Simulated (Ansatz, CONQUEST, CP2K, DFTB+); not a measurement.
# Liquid tetramethoxysilane at 280 K (105 atoms): relaxation in DFTB+

Aim: move the atoms of liquid tetramethoxysilane at 280 K (105 atoms) with forces from DFTB+.

Calculated with DFTB+ 25.1; the method is named at each step.

## (1) Set-up

The cell holds 105 atoms: 20 C, 20 O, 5 Si and 60 H. Its edges and angles: a = 10.706 Å, b = 10.706 Å, c = 10.706 Å, α = 90.0°, β = 90.0°, γ = 90.0°. 5 tetramethoxysilane placed at random, at 1.03 g/cm³; overlaps pushed apart, then 10 ps at 430 K with MMFF94 bonds, angles, torsions, charges and radii (Halgren, J. Comput. Chem. 17, 490 (1996)) in harmonic and 12-6 forms. Snapshot after 20 ps at 280 K and fixed volume. Then every atom was moved at random, 0.03 Å r.m.s. a Cartesian component (hydrogen 0.6 of that).

## (2) Relaxation (GFN1-xTB)

Method: GFN1-xTB tight binding, diagonalisation.

File dftb_in.hsd:

```
Geometry = GenFormat {
  <<< geo.gen
}
Driver = GeometryOptimisation {
  Optimiser = Lbfgs {}
  MovedAtoms = 1:-1
  MaxSteps = 106
  AppendGeometries = Yes
  Convergence { GradElem = 1.0e-03 }
}
Hamiltonian = xTB {
  Method = "GFN1-xTB"
  SccTolerance = 1e-05
  MaxSccIterations = 300
  Mixer = Broyden { MixingParameter = 0.2 }
  Filling = Fermi { Temperature [K] = 580 }
  KPointsAndWeights = { 0.0 0.0 0.0 1.0 }
}
Analysis {
  PrintForces = Yes
  MullikenAnalysis = Yes
}
ParserOptions { ParserVersion = 14 }
```

File geo.gen:

```
105 F
C O Si H
1 1 0.63400 0.98937 0.30907
2 2 0.56535 0.87905 0.30774
3 3 0.61181 0.74385 0.23722
4 2 0.47673 0.68106 0.18272
5 1 0.42230 0.74490 0.08582
6 2 0.70314 0.77722 0.12350
7 1 0.82596 0.73870 0.13301
8 2 0.66042 0.65334 0.34186
9 1 0.57164 0.59063 0.41817
10 4 0.68926 0.99829 0.22050
11 4 0.57074 0.07160 0.32294
12 4 0.70525 0.99826 0.38282
13 4 0.47118 0.75325 0.00270
14 4 0.39481 0.83006 0.12250
15 4 0.33684 0.68221 0.05884
16 4 0.82415 0.62948 0.14089
17 4 0.86800 0.77257 0.22478
18 4 0.87609 0.76925 0.05738
19 4 0.60465 0.52589 0.48846
20 4 0.50871 0.52903 0.36081
21 4 0.52212 0.67359 0.46377
22 1 0.29863 0.56144 0.73436
23 2 0.43615 0.56979 0.74390
24 3 0.49784 0.46441 0.83311
25 2 0.47076 0.32830 0.76961
26 1 0.56774 0.29124 0.68412
27 2 0.65393 0.49560 0.84389
28 1 0.70335 0.60014 0.77843
29 2 0.43168 0.46278 0.97180
30 1 0.47544 0.35320 0.03514
31 4 0.25998 0.59165 0.82384
32 4 0.27172 0.62727 0.66469
33 4 0.26868 0.47615 0.71167
34 4 0.59213 0.35624 0.60624
35 4 0.64272 0.27541 0.74870
36 4 0.52550 0.20487 0.64509
37 4 0.70973 0.66773 0.84873
38 4 0.79170 0.57913 0.74775
39 4 0.65166 0.62866 0.70181
40 4 0.46911 0.37128 0.13862
41 4 0.41605 0.27529 0.01853
42 4 0.57185 0.32941 0.02955
43 1 0.93470 0.35095 0.89178
44 2 0.99654 0.27423 0.97319
45 3 0.89983 0.16608 0.01957
46 2 0.82988 0.09568 0.89504
47 1 0.71222 0.03689 0.92152
48 2 0.98667 0.04983 0.08527
49 1 0.05522 0.07303 0.19987
50 2 0.80734 0.21782 0.11990
51 1 0.84493 0.31823 0.19690
52 4 0.98599 0.44975 0.88922
53 4 0.94773 0.30820 0.79857
54 4 0.83459 0.37995 0.92515
55 4 0.70334 0.96805 0.83667
56 4 0.72786 0.98222 0.00918
[... 49 atom lines left out ...]
0.0 0.0 0.0
10.70579 0.00000 0.00000
0.00000 10.70579 0.00000
0.00000 0.00000 10.70579
```

On the command line:

```
$ OMP_NUM_THREADS=2 dftb+ > output.txt
```

The program printed:

```text
Reading input file 'dftb_in.hsd'
Parser version: 14
--------------------------------------------------------------------------------
Processed input in HSD format written to 'dftb_pin.hsd'
Starting initialization...
--------------------------------------------------------------------------------
WARNING!
-> Dipole printed for extended system : value printed is not well defined
Mode:                        Geometry optimisation relaxation
Self consistent charges:     Yes
SCC-tolerance:                 0.100000E-04
Max. scc iterations:                    300
Shell resolved Hubbard:      Yes
Spin polarisation:           No
Nr. of up electrons:           140.000000
Nr. of down electrons:         140.000000
Periodic boundaries:         Yes
Electronic solver:           Relatively robust
Mixer:                       Broyden mixer
Mixing parameter:                  0.200000
Nr. of chrg. vec. in memory:            300
Max. SCC-cycles:                        300
Max. nr. of geometry steps:             106
tblite library version:      0.3.0
-> parametrization:          GFN1-xTB
-> repulsion:                Yes
-> dispersion:               Yes
-> halogen bonding:          Yes
-> electrostatics:           Yes
   -> isotropic:             Yes
   -> anisotropic:           No
   -> third-order:           Yes
Electronic temperature:              0.183675E-02 H      0.499806E-01 eV
Initial charges:             Set automatically (system chrg:   0.000E+00)
Included shells:             C:  s, p
                             O:  s, p
                            Si:  s, p, d
                             H:  s, s2
K-points and weights:           1:  0.000000  0.000000  0.000000     1.000000
K-points in absolute space:     1:  0.000000  0.000000  0.000000
Extra options:
                             Mulliken analysis
                             Force calculation
Force type                   original
--------------------------------------------------------------------------------
***  Geometry step: 0
 iSCC Total electronic   Diff electronic      SCC error
    1   -0.17695444E+03    0.00000000E+00    0.15073371E+01
    2   -0.17925901E+03   -0.17695444E+03    0.10615779E+01
    3   -0.17849229E+03   -0.23045707E+01    0.12482337E+01
[...]
Total Energy:                     -178.8537594473 H        -4866.8584 eV
Extrapolated to 0K:               -178.8537594473 H        -4866.8584 eV
Total Mermin free energy:         -178.8537594473 H        -4866.8584 eV
Force related energy:             -178.8537594473 H        -4866.8584 eV
Volume:                              0.828043E+04 au^3   0.122703E+04 A^3
Pressure:                            0.846669E-04 au     0.249098E+10 Pa
>> Charges saved for restart in charges.bin
total energy  -1.7885376E+02 H       energy change -1.7885376E+02 H
gradient norm  4.7301739E-01 H/a0    max. gradient  1.1968035E-01 H/a0
step length    0.0000000E+00 a0      max. step      0.0000000E+00 a0
[...]
***  Geometry step: 1
 iSCC Total electronic   Diff electronic      SCC error
[...]
Total Energy:                     -178.9978510850 H        -4870.7794 eV
Extrapolated to 0K:               -178.9978510850 H        -4870.7794 eV
Total Mermin free energy:         -178.9978510850 H        -4870.7794 eV
Force related energy:             -178.9978510850 H        -4870.7794 eV
Volume:                              0.828043E+04 au^3   0.122703E+04 A^3
Pressure:                            0.520340E-04 au     0.153089E+10 Pa
>> Charges saved for restart in charges.bin
total energy  -1.7899785E+02 H       energy change -1.4409164E-01 H
gradient norm  1.9410469E-01 H/a0    max. gradient  3.9241812E-02 H/a0
step length    4.7301739E-01 a0      max. step      1.1968035E-01 a0
[...]
***  Geometry step: 2
 iSCC Total electronic   Diff electronic      SCC error
[...]
Total Energy:                     -179.0395390174 H        -4871.9137 eV
Extrapolated to 0K:               -179.0395390174 H        -4871.9137 eV
Total Mermin free energy:         -179.0395390174 H        -4871.9137 eV
Force related energy:             -179.0395390174 H        -4871.9137 eV
Volume:                              0.828043E+04 au^3   0.122703E+04 A^3
Pressure:                            0.513799E-04 au     0.151165E+10 Pa
>> Charges saved for restart in charges.bin
total energy  -1.7903954E+02 H       energy change -4.1687932E-02 H
gradient norm  1.2513234E-01 H/a0    max. gradient  2.2686759E-02 H/a0
step length    3.3863230E-01 a0      max. step      6.9138436E-02 a0
[...]
--------------------------------------------------------------------------------
***  Geometry step: 74
 iSCC Total electronic   Diff electronic      SCC error
[...]
Total Energy:                     -179.3775291169 H        -4881.1109 eV
Extrapolated to 0K:               -179.3775291169 H        -4881.1109 eV
Total Mermin free energy:         -179.3775291169 H        -4881.1109 eV
Force related energy:             -179.3775291169 H        -4881.1109 eV
Volume:                              0.828043E+04 au^3   0.122703E+04 A^3
Pressure:                            0.402196E-05 au     0.118330E+09 Pa
>> Charges saved for restart in charges.bin
total energy  -1.7937753E+02 H       energy change -1.8216232E-04 H
gradient norm  6.5119920E-03 H/a0    max. gradient  1.1259457E-03 H/a0
step length    9.5504188E-02 a0      max. step      1.6098525E-02 a0
--------------------------------------------------------------------------------
***  Geometry step: 75
 iSCC Total electronic   Diff electronic      SCC error
[...]
5   -0.18073616E+03   -0.10130918E-08    0.29979022E-04
    6   -0.18073616E+03   -0.78869391E-08    0.79604225E-05
Total Energy:                     -179.3777128909 H        -4881.1159 eV
Extrapolated to 0K:               -179.3777128909 H        -4881.1159 eV
Total Mermin free energy:         -179.3777128909 H        -4881.1159 eV
Force related energy:             -179.3777128909 H        -4881.1159 eV
Volume:                              0.828043E+04 au^3   0.122703E+04 A^3
Pressure:                            0.465054E-05 au     0.136824E+09 Pa
>> Charges saved for restart in charges.bin
total energy  -1.7937771E+02 H       energy change -1.8377397E-04 H
gradient norm  5.9460836E-03 H/a0    max. gradient  9.0626196E-04 H/a0
step length    7.9600503E-02 a0      max. step      1.7554017E-02 a0
Geometry converged
```

Elapsed: 3.1 min, on 2 threads of Intel Xeon Platinum 8259CL at 2.50GHz (Skylake/Cascade Lake), shared host; peak memory 0.15 GiB.

Banners, paths, timers and routine set-up lines are dropped from the logs unmarked, and long logs keep their key lines alone; longer cuts are marked.

The steps of the relaxation (22 of 76):

```
step  energy less that of the first step (eV)
   0                                   0.0000
   4                                  -6.3324
   7                                  -7.2587
  11                                  -9.0985
  14                                 -10.5083
  18                                 -11.8772
  21                                 -12.6274
  25                                 -13.0378
  29                                 -13.2833
  32                                 -13.4391
  36                                 -13.5517
  39                                 -13.6400
  43                                 -13.7296
  46                                 -13.7928
  50                                 -13.8959
  54                                 -13.9814
  57                                 -14.0425
  61                                 -14.1105
  64                                 -14.1604
  68                                 -14.2053
  71                                 -14.2336
  75                                 -14.2575
```

The atoms that moved most (Å):

```
atom      dx      dy      dz  length
 H34   0.404  -1.433  -0.207   1.503
  O6   0.637  -0.600   0.876   1.238
 H40   0.274   1.162  -0.132   1.202
 H21  -0.237  -0.967   0.614   1.170
 H41   0.045   0.612   0.942   1.124
 O92   0.286  -0.513  -0.872   1.052
 O25   0.882   0.092  -0.530   1.033
 H76  -0.382  -0.348  -0.888   1.027
```

## (3) Local order at the end (GFN1-xTB)

Density 1.03 g/cm³, 11.69 Å³ an atom.

Pair distribution functions g(r), in bins of 0.2 Å:

```
r (Å)  total   H-H    H-C   H-O  H-Si   C-C    C-O
 1.00   4.29  0.00  19.70  0.00  0.00  0.00   0.00
 1.20   0.28  0.00   1.28  0.00  0.00  0.00   0.00
 1.40   0.92  0.00   0.00  0.00  0.00  0.00  12.75
 1.60   0.67  0.00   0.00  0.00  0.00  0.00   0.00
 1.80   1.69  5.15   0.00  0.00  0.00  0.00   0.00
 2.00   1.26  0.06   0.00  5.70  0.00  0.00   0.00
 2.20   0.07  0.21   0.00  0.00  0.00  0.00   0.00
 2.40   0.26  0.70   0.00  0.14  0.00  0.00   0.00
 2.60   0.71  0.76   0.12  0.24  0.00  0.00   0.00
 2.80   0.42  0.87   0.16  0.45  0.00  0.00   0.00
 3.00   0.76  0.74   0.86  0.57  0.17  0.00   0.00
 3.20   0.71  0.86   1.16  0.64  0.78  0.00   0.00
 3.40   1.01  0.70   1.44  0.87  4.02  0.20   0.64
 3.60   1.26  1.24   1.31  0.66  4.94  0.94   1.67
 3.80   1.25  1.15   0.87  1.31  1.14  2.67   3.26
 4.00   1.14  1.08   0.84  1.46  1.21  0.91   2.49
 4.20   1.08  0.98   1.17  1.29  0.64  2.08   1.05
 4.40   1.34  1.00   1.34  2.01  0.58  2.17   1.32
 4.60   1.27  0.96   1.30  2.09  0.40  1.95   0.81
 4.80   1.05  0.93   1.23  0.99  0.92  1.58   1.01
 5.00   0.99  1.09   1.15  0.80  0.92  0.98   0.68
 5.20   1.00  0.97   0.98  0.86  0.97  1.35   0.99
```

Bonds by pair of elements; cutoffs follow the first minimum of g(r), held within bounds set by covalent radii, and pairs that aren't listed don't count as bonded:

```
pair A-B  cutoff (Å)  bonds  mean length (Å)  spread (Å)  shortest (Å)  B about A  A about B
     H-C        1.34     60             1.10       0.002          1.09          1          3
     C-O        1.73     20             1.40       0.003          1.39          1          1
    O-Si        2.02     20             1.62        0.01           1.6          1          4
```

How many atoms have how many bonded neighbours:

```
element  mean   1   2   4
      C     4   0   0  20
      H     1  60   0   0
      O     2   0  20   0
     Si     4   0   0   5
```

## (4) Results

| Item | Value |
| --- | --- |
| energy change in the relaxation (GFN1-xTB) | -135.8 meV/atom |
| r.m.s. displacement (GFN1-xTB) | 0.7269 Å |

The relaxation (GFN1-xTB): first to last step the energy falls by 14.257 eV; the largest move, 1.50 Å, is that of H34. The network of contacts between molecules at the start is that of the classical potential that made the cell, and needn't be the one that DFT or experiment would give.

[Also dropped from logs without a mark: logging warnings of Python, and SIESTA's first energy breakdown and zero terms.]

[Logs are printed without paths, hosts, clocks, repeated set-up lines and the standing remarks that a program may print on its own settings, such as how far it seeks lower states.]

[Hosts, paths, dates, database ids (printed as entryN), source tags and the programs' standing remarks are cut or masked in the printed files.]

[The MMFF94 radii named for the starting cell were scaled by 0.96; in molecules described by MMFF94, hydrogen bound to N, O or S took a small fixed 12-6 site in their place.]
